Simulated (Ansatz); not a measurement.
# SiSO: complex band structure, part 2 of 2

A new crystal, SiSO: structure, gap and complex bands. It is built by putting O for part of the S in the SiS2 structure of space group Ibam, with the volume rescaled by atomic radii. The parent structure comes from the Materials Project.

Ansatz 0.2.0; PBEsol DFT, plane waves, PAW files (the session's first sound run).

So far, gap on path (eV): step 3 (band edges) 3.87.

The structure was built from a prototype and need not be the compound's stable phase.

## 4. Decaying states in the gap

This step: PBEsol DFT, plane waves, PAW files; complex bands by layer matching along the plane's normal (Ansatz 0.2.0).

The same crystal is laid in a cell whose first two vectors span the (001) plane (indices of the standard conventional cell, whose axes can be ordered otherwise than in the bulk input). At fixed energy and wavevector in the plane the solver finds all kz, real and complex. A few wavevectors are listed, (0, 0) and (0.5, 0) in units of the plane's reciprocal vectors; the slowest state needn't be among them.

The input, input.yaml:

```yaml
crystal:
  lattice:
    - [5.615693543, 0.0, 0.0]
    - [0.0, 5.025273296, 0.0]
    - [2.807846772, 2.512636648, 4.786572671]
  atoms:
    - { symbol: Si, position: [0.991347188, 0.741347188, 0.017305624] }
    - { symbol: Si, position: [0.991347188, 0.241347188, 0.017305624] }
    - { symbol: O, position: [0.7805265066, 0.9023144754, 0.1953710493] }
    - { symbol: S, position: [0.3418896485, 0.1063383366, 0.7873233269] }
    - { symbol: S, position: [0.8707870246, 0.6063383366, 0.7873233268] }
    - { symbol: O, position: [0.0241024442, 0.4023144754, 0.1953710492] }
kpoints:
  mp_grid: { grid: [6, 6, 6] }
scf:
  occupations: { method: fixed }
hamiltonian:
  xc: pbesol
output:
  eigenvalues: true
  transmission:
    leads: [[0, 0]]
    kpoints: [[0.0, 0.0], [0.5, 0.0]]
    e_range: [-1.0, 4.87]
    de: 0.1
```

On the command line:

```bash
> ansatz run input.yaml --threads 2 --pin off --max-ram 4096MiB --backend cpu --events-out ev --progress --plain --runs-dir out
```

Numbers of over 12 decimals in the logs are rounded to 6 here.

Output:

```text
[...]
Crystal: 6 atoms, lattice volume = 135.079 Å³
Basis set: ecut = 420 eV, 2647 PW (Γ)
Bands: 22, of which v1, the nominal top of the filled ones, is band 16 counted from 1 (15 counted from 0)
Symmetry: 4 space group operations
[...]
k-points: 46 of 216 (time reversal used)
[...]
SCF iter   1: F=—  HF=-4138.653230 eV  |F-HF|=—  |Δ(HF+E_count)|=         —  Δρ=6.95e-3  dr2=5.86e-2  ethr=1.77e-3  ⟨swp⟩=5.0  Hψ=5111  notcnv=0  defer=167
[...]
SCF iter   7: F=-4138.638647 eV  HF=-4138.638647 eV  |F-HF|=9.18e-8  |Δ(HF+E_count)|=   1.31e-6  Δρ=4.96e-6  dr2=6.57e-8  ethr=3.13e-10  ⟨swp⟩=11.6  Hψ=5063  notcnv=0
SCF 1 converged in 7 iterations: F = -4138.638647 eV  dr2 = 6.57e-8
[...]
transmission: 7 of 14 steps passed
transmission: 14 of 14 steps passed
SCF converged after 7 iterations
Free energy (F): -4138.638647 eV
[...]
Internal energy: -4138.638647 eV  (E = F + TS)
E sigma→0 (E₀):  -4138.638647 eV
Fermi energy:    1.309904 eV
[...]
--- Band table (eV; the first three rows and the last of 46) ---
  k-point 0: bands = [... 12 lower, -0.6159, -0.0459, 0.0518, 1.1673, 5.1806, 6.1695, 6.2255, 6.2653, ... 2 higher]
  k-point 1: bands = [... 12 lower, -0.6204, -0.1012, -0.1003, 1.2014, 5.4486, 6.0280, 6.1457, 6.4772, ... 2 higher]
  k-point 2: bands = [... 12 lower, -0.6295, -0.3613, -0.2157, 1.2727, 5.7621, 5.8916, 5.9869, 7.0565, ... 2 higher]
  k-point 45: bands = [... 12 lower, -0.3015, -0.2012, 0.7476, 0.8085, 6.0291, 6.1903, 7.1294, 7.4332, ... 2 higher]
--- Transmission ---
  basis      : 251 plane waves across, 7 finite elements along
  points     : 2, as listed
  energies   : 59 from -1.000000 to 4.800000 eV about the Fermi level, 0.100000 eV apart; the leads are filled to 1.935349 eV, and channels, transmission and decay are at 1.900000 eV
  crystal 0  : S2Si2O2, at the sites [0, 0], period 4.7866 Å: whole cells are its period
    offset         : up to 0.0000 Å between an atom of the period and one for which it stands
    channels       : 0.000000e0 a spin
    conductance    : none, the energies end too early or step too widely for 300 K: set another output.transmission.e_range or a lower de, or, where they end at an eighth of basis.ecutwfc, a higher one
    slowest decay  : 0.4101 /Å at (0.0000, 0.0000)
```

Run time: 54 s. Hardware: 2 threads of Arm Neoverse V1, shared host; peak memory 0.69 GiB.

Numbers from this step:

| Property | Result |
| --- | --- |
| free energy | -4138.6386 eV |
| level to which the leads are filled | 1.935 eV from the Fermi level |
| decay constant at the filling level, zone centre | 0.4101 Å⁻¹ |
| decay constant at the filling level, slowest listed point | 0.4101 Å⁻¹ |

K parallel (0, 0); values up to 1.5 1/Å, a degenerate pair printed once or twice; energies at which all values exceed this have no row. The Im kz of the slowest decaying states by energy, zero at the highest filled level on the SCF mesh:

| energy (eV) | decay 1 (Å⁻¹) | decay 2 (Å⁻¹) | decay 3 (Å⁻¹) | decay 4 (Å⁻¹) |
| --- | --- | --- | --- | --- |
| -1.000 | 0.24 | 0.456 | 0.592 | 0.714 |
| -0.500 | 0.355 | 0.577 | 0.640 | 0.711 |
| 0.000 | 0.0136 | 0.405 | 0.665 | 0.698 |
| 0.500 | 0.428 | 0.536 | 0.675 | 0.683 |
| 1.000 | 0.433 | 0.645 | 0.673 | 0.800 |
| 1.500 | 0.426 | 0.649 | 0.662 | 0.778 |
| 2.000 | 0.405 | 0.638 | 0.642 | 0.747 |
| 2.500 | 0.370 | 0.613 | 0.614 | 0.708 |
| 3.000 | 0.316 | 0.551 | 0.573 | 0.601 |
| 3.500 | 0.223 | 0.460 | 0.518 | 0.582 |
| 4.000 | 0.313 | 0.439 | 0.474 | 0.550 |
| 4.500 | 0.223 | 0.315 | 0.509 | 0.834 |

K parallel (0.5, 0); values up to 1.5 1/Å, a degenerate pair printed once or twice; energies at which all values exceed this have no row. The Im kz of the slowest decaying states by energy, zero at the highest filled level on the SCF mesh:

| energy (eV) | decay 1 (Å⁻¹) | decay 2 (Å⁻¹) | decay 3 (Å⁻¹) | decay 4 (Å⁻¹) |
| --- | --- | --- | --- | --- |
| -1.000 | 0.447 | 1.01 | 1.13 | - |
| -0.500 | 0.472 | 0.982 | 1.04 | - |
| 0.000 | 0.543 | 0.567 | 0.948 | 1.01 |
| 0.500 | 0.619 | 0.662 | 0.905 | 0.983 |
| 1.000 | 0.651 | 0.749 | 0.840 | 0.958 |
| 1.500 | 0.659 | 0.799 | 0.930 | 1.30 |
| 2.000 | 0.649 | 0.801 | 0.900 | 1.23 |
| 2.500 | 0.626 | 0.800 | 0.865 | 1.16 |
| 3.000 | 0.590 | 0.797 | 0.826 | 1.08 |
| 3.500 | 0.542 | 0.779 | 0.790 | 0.993 |
| 4.000 | 0.477 | 0.679 | 0.724 | 0.866 |
| 4.500 | 0.374 | 0.586 | 0.654 | 0.815 |

At the listed wavevectors the last open channel is at -0.10 eV and the next at +3.90 eV on the grid. At +1.90 eV, the grid energy nearest the filling level (the middle of the gap on the SCF mesh), the slowest state at the listed wavevectors decays with κ = 0.410 Å⁻¹, its amplitude falling by e over 2.4 Å. Through 1 nm of this crystal that state's transmission falls by exp(−2 × 0.410 Å⁻¹ × 10 Å) = 2.7e-4.

## 5. Decay over the two-dimensional zone

The listed points could miss the slowest state, so one energy near mid-gap is solved on a mesh of 8×8.

Changes to input.yaml since step 4:

```diff
@@ -20,6 +20,2 @@
   eigenvalues: true
-  transmission:
-    leads: [[0, 0]]
-    kpoints: [[0.0, 0.0], [0.5, 0.0]]
-    e_range: [-1.0, 4.87]
-    de: 0.1
+  transmission: { leads: [[0, 0]], kmesh: [8, 8], e_range: [1.94, 1.95], de: 0.05 }
```

Output:

```text
[...]
Crystal: 6 atoms, lattice volume = 135.079 Å³
Basis set: ecut = 420 eV, 2647 PW (Γ)
Bands: 22, of which v1, the nominal top of the filled ones, is band 16 counted from 1 (15 counted from 0)
Symmetry: 4 space group operations
[...]
k-points: 46 of 216 (time reversal used)
[...]
SCF iter   1: F=—  HF=-4138.653230 eV  |F-HF|=—  |Δ(HF+E_count)|=         —  Δρ=6.95e-3  dr2=5.86e-2  ethr=1.77e-3  ⟨swp⟩=5.0  Hψ=5111  notcnv=0  defer=167
[...]
SCF iter   7: F=-4138.638647 eV  HF=-4138.638647 eV  |F-HF|=9.18e-8  |Δ(HF+E_count)|=   1.31e-6  Δρ=4.96e-6  dr2=6.57e-8  ethr=3.13e-10  ⟨swp⟩=11.6  Hψ=5063  notcnv=0
SCF 1 converged in 7 iterations: F = -4138.638647 eV  dr2 = 6.57e-8
[...]
transmission: 24 of 150 steps passed
transmission: 48 of 150 steps passed
[...]
transmission: 150 of 150 steps passed
SCF converged after 7 iterations
Free energy (F): -4138.638647 eV
[...]
Internal energy: -4138.638647 eV  (E = F + TS)
E sigma→0 (E₀):  -4138.638647 eV
Fermi energy:    1.309904 eV
[...]
--- Band table (eV; the first three rows and the last of 46) ---
  k-point 0: bands = [... 12 lower, -0.6159, -0.0459, 0.0518, 1.1673, 5.1806, 6.1695, 6.2255, 6.2653, ... 2 higher]
  k-point 1: bands = [... 12 lower, -0.6204, -0.1012, -0.1003, 1.2014, 5.4486, 6.0280, 6.1457, 6.4772, ... 2 higher]
  k-point 2: bands = [... 12 lower, -0.6295, -0.3613, -0.2157, 1.2727, 5.7621, 5.8916, 5.9869, 7.0565, ... 2 higher]
  k-point 45: bands = [... 12 lower, -0.3015, -0.2012, 0.7476, 0.8085, 6.0291, 6.1903, 7.1294, 7.4332, ... 2 higher]
--- Transmission ---
  basis      : 251 plane waves across, 6 finite elements along
  points     : 25, standing for a mesh of 8 x 8
  energies   : 1 from 1.940000 to 1.940000 eV about the Fermi level; the leads are filled to 1.935349 eV, and channels, transmission and decay are at 1.940000 eV
  crystal 0  : S2Si2O2, at the sites [0, 0], period 4.7866 Å: whole cells are its period
[...]
channels       : 0.000000e0 a spin
    conductance    : none, crystal 0 has no channel at the energies, or these end too early or step too widely for 300 K: set another output.transmission.e_range or a lower de, or, where they end at an eighth of basis.ecutwfc, a higher one
    slowest decay  : 0.4081 /Å at (0.0000, 0.0000)
```

Elapsed: 47 s, on 2 threads; peak memory 0.73 GiB; 93 s of CPU time.

This step gave:

```yaml
least_decay_constant_on_the_mesh: 0.4081 Å⁻¹
```

Slowest decay constant (1/Å; 0 where a channel is open) over k1 and k2. At 1.9400 eV from the Fermi level.

Ten even steps from '_' (0.408) to '@' (0.659):
```
@@@@##**++**##@@
@@@@**==--==**@@
@@%%==::..::==%%
@@##--______--##
@@%%==::..::==%%
@@@@**==--==**@@
@@@@##**++**##@@
@@@@%%##**##%%@@
```
Columns: k1 (b1) from -0.5 to 0.375; rows upwards: k2 (b2) from -0.5 to 0.375.

The least value on the mesh is 0.408 Å⁻¹ at +1.94 eV. At that energy the listed points give about 0.408 Å⁻¹ by interpolation, so the mesh holds no clearly slower state.

## 6. A repeat with changed settings

This step: PBEsol DFT, plane waves, PAW files; complex bands by layer matching along the plane's normal; changed: crystal.atoms[0].symbol = "SIx", scf.max_iter = 60 (Ansatz 0.2.0).

This run repeats an earlier one, its twin (the complex run, plane (001)), with two settings changed (starting moments or atoms, scf.max_iter; files written aside). The setting was drawn as a possible misstep, on purpose. Where the input is shown as a difference, that is against the step before, not the twin.

Changes to input.yaml since step 5:

```diff
@@ -6,3 +6,3 @@
   atoms:
-    - { symbol: Si, position: [0.991347188, 0.741347188, 0.017305624] }
+    - { symbol: SIx, position: [0.991347188, 0.741347188, 0.017305624] }
     - { symbol: Si, position: [0.991347188, 0.241347188, 0.017305624] }
@@ -16,2 +16,3 @@
   occupations: { method: fixed }
+  max_iter: 60
 hamiltonian:
@@ -20,2 +21,6 @@
   eigenvalues: true
-  transmission: { leads: [[0, 0]], kmesh: [8, 8], e_range: [1.94, 1.95], de: 0.05 }
+  transmission:
+    leads: [[0, 0]]
+    kpoints: [[0.0, 0.0], [0.5, 0.0]]
+    e_range: [-1.0, 4.87]
+    de: 0.1
```

Output:

```text
Error: YAML parse error: error: line 7 column 17: `SIx` is not an element symbol (H … Og, case-exact)
 --> <input>:7:17
  |
5 |     - [2.807846772, 2.512636648, 4.786572671]
6 |   atoms:
7 |     - { symbol: SIx, position: [0.991347188, 0.741347188, 0.017305624] }
  |                 ^ `SIx` is not an element symbol (H … Og, case-exact)
8 |     - { symbol: Si, position: [0.991347188, 0.241347188, 0.017305624] }
9 |     - { symbol: O, position: [0.7805265066, 0.9023144754, 0.1953710493] }
  |
```

It took 0.02 s on 2 threads; peak memory 0.02 GiB.

The input was rejected at the start.

The program's message: “Error: YAML parse error: error: line 7 column 17: `SIx` is not an element symbol (H … Og, case-exact)”

The change that led to it: crystal.atoms[0].symbol = "SIx".

## 7. A repeat with changed settings

This step: PBEsol DFT, plane waves, PAW files; complex bands by layer matching along the plane's normal; changed: output.transmission.e_range = [-0.1, 0.1], output.transmission.de = 0.02 (Ansatz 0.2.0).

This run repeats an earlier one, its twin (the complex run, plane (001)), with two settings changed (output.transmission.e_range, output.transmission.de; files written aside). It is meant to test what the energy window and step decide. Where the input is shown as a difference, that is against the step before, not the twin.

Changes to input.yaml since step 6:

```diff
@@ -6,3 +6,3 @@
   atoms:
-    - { symbol: SIx, position: [0.991347188, 0.741347188, 0.017305624] }
+    - { symbol: Si, position: [0.991347188, 0.741347188, 0.017305624] }
     - { symbol: Si, position: [0.991347188, 0.241347188, 0.017305624] }
@@ -16,3 +16,2 @@
   occupations: { method: fixed }
-  max_iter: 60
 hamiltonian:
@@ -24,3 +23,3 @@
     kpoints: [[0.0, 0.0], [0.5, 0.0]]
-    e_range: [-1.0, 4.87]
-    de: 0.1
+    e_range: [-0.1, 0.1]
+    de: 0.02
```

Output:

```text
[...]
Crystal: 6 atoms, lattice volume = 135.079 Å³
Basis set: ecut = 420 eV, 2647 PW (Γ)
Bands: 22, of which v1, the nominal top of the filled ones, is band 16 counted from 1 (15 counted from 0)
Symmetry: 4 space group operations
[...]
k-points: 46 of 216 (time reversal used)
[...]
SCF iter   1: F=—  HF=-4138.653230 eV  |F-HF|=—  |Δ(HF+E_count)|=         —  Δρ=6.95e-3  dr2=5.86e-2  ethr=1.77e-3  ⟨swp⟩=5.0  Hψ=5111  notcnv=0  defer=167
[...]
SCF iter   7: F=-4138.638647 eV  HF=-4138.638647 eV  |F-HF|=9.18e-8  |Δ(HF+E_count)|=   1.31e-6  Δρ=4.96e-6  dr2=6.57e-8  ethr=3.13e-10  ⟨swp⟩=11.6  Hψ=5063  notcnv=0
SCF 1 converged in 7 iterations: F = -4138.638647 eV  dr2 = 6.57e-8
[...]
transmission: 6 of 12 steps passed
transmission: 12 of 12 steps passed
SCF converged after 7 iterations
Free energy (F): -4138.638647 eV
[...]
Internal energy: -4138.638647 eV  (E = F + TS)
E sigma→0 (E₀):  -4138.638647 eV
Fermi energy:    1.309904 eV
[...]
--- Band table (eV; the first three rows and the last of 46) ---
  k-point 0: bands = [... 12 lower, -0.6159, -0.0459, 0.0518, 1.1673, 5.1806, 6.1695, 6.2255, 6.2653, ... 2 higher]
  k-point 1: bands = [... 12 lower, -0.6204, -0.1012, -0.1003, 1.2014, 5.4486, 6.0280, 6.1457, 6.4772, ... 2 higher]
  k-point 2: bands = [... 12 lower, -0.6295, -0.3613, -0.2157, 1.2727, 5.7621, 5.8916, 5.9869, 7.0565, ... 2 higher]
  k-point 45: bands = [... 12 lower, -0.3015, -0.2012, 0.7476, 0.8085, 6.0291, 6.1903, 7.1294, 7.4332, ... 2 higher]
--- Transmission ---
  basis      : 251 plane waves across, 6 finite elements along
  points     : 2, as listed
[...]
crystal 0  : S2Si2O2, at the sites [0, 0], period 4.7866 Å: whole cells are its period
[...]
channels       : 0.000000e0 a spin
[...]
slowest decay  : 0.3058 /Å at (0.0000, 0.0000)
```

Elapsed: 16 s, on 2 threads; peak memory 0.57 GiB.

K parallel (0, 0); values up to 1.5 1/Å, a degenerate pair printed once or twice; energies at which all values exceed this have no row. The Im kz of the slowest decaying states by energy, zero at the highest filled level on the SCF mesh:

| energy (eV) | decay 1 (Å⁻¹) | decay 2 (Å⁻¹) | decay 3 (Å⁻¹) | decay 4 (Å⁻¹) |
| --- | --- | --- | --- | --- |
| -0.1000 | 0.398 | 0.661 | 0.682 | 0.704 |
| -0.0800 | 0.399 | 0.662 | 0.685 | 0.703 |
| -0.0600 | 0.401 | 0.663 | 0.688 | 0.703 |
| -0.0400 | 0.402 | 0.664 | 0.692 | 0.702 |
| -0.0200 | 0.404 | 0.664 | 0.695 | 0.702 |
| 0.0000 | 0.0136 | 0.405 | 0.665 | 0.698 |
| 0.0200 | 0.149 | 0.406 | 0.666 | 0.701 |
| 0.0400 | 0.205 | 0.408 | 0.666 | 0.700 |
| 0.0600 | 0.246 | 0.409 | 0.667 | 0.700 |
| 0.0800 | 0.279 | 0.410 | 0.667 | 0.699 |
| 0.1000 | 0.306 | 0.411 | 0.668 | 0.699 |

K parallel (0, 0). Re kz of states that move upwards, channel 1 against energy, zero at the highest filled level on the SCF mesh:

```csv
energy (eV),"Re kz of states that move upwards, channel 1 (Å⁻¹)"
-0.1000,0.248
-0.0800,0.309
-0.0600,0.368
-0.0400,0.429
-0.0200,0.501
0.0000,-
0.0200,-
0.0400,-
0.0600,-
0.0800,-
0.1000,-
```

K parallel (0.5, 0); values up to 1.5 1/Å, a degenerate pair printed once or twice; energies at which all values exceed this have no row. The Im kz of the slowest decaying states by energy, zero at the highest filled level on the SCF mesh:

| energy (eV) | decay 1 (Å⁻¹) | decay 2 (Å⁻¹) | decay 3 (Å⁻¹) | decay 4 (Å⁻¹) |
| --- | --- | --- | --- | --- |
| -0.1000 | 0.513 | 0.539 | 0.956 | 1.02 |
| -0.0800 | 0.520 | 0.545 | 0.954 | 1.01 |
| -0.0600 | 0.526 | 0.551 | 0.953 | 1.01 |
| -0.0400 | 0.532 | 0.557 | 0.951 | 1.01 |
| -0.0200 | 0.537 | 0.562 | 0.950 | 1.01 |
| 0.0000 | 0.543 | 0.567 | 0.948 | 1.01 |
| 0.0200 | 0.547 | 0.572 | 0.947 | 1.01 |
| 0.0400 | 0.552 | 0.577 | 0.945 | 1.01 |
| 0.0600 | 0.556 | 0.581 | 0.943 | 1.01 |
| 0.0800 | 0.560 | 0.586 | 0.942 | 1.01 |
| 0.1000 | 0.564 | 0.590 | 0.940 | 1.00 |

## 8. What came out

```yaml
band_gap: 3.87 eV
least_decay_constant_at_mid_gap_normal_to_001: 0.410 Å⁻¹
least_decay_constant_on_a_mesh_normal_to_001: 0.408 Å⁻¹
```

**Reading.** With PBEsol, the slowest decay at the wavevectors tried is κ = 0.410 Å⁻¹, normal to (001). Through such a film the transmission near mid-gap falls as exp(−2κd), a factor of ten every 2.8 Å. A free electron under a barrier of half the gap would need a mass of 0.33 mₑ to decay at this rate. The compound is made up by substitution; its stability against other phases and against distortions of the cell's symmetry was not tested. A semilocal functional narrows gaps, so real decay constants are likely larger.

[Logs are printed without paths, hosts, clocks, repeated set-up lines and the standing remarks that a program may print on its own settings, such as how far it seeks lower states.]

[Hosts, paths, dates, database ids (printed as entryN), source tags and the programs' standing remarks are cut or masked in the printed files.]
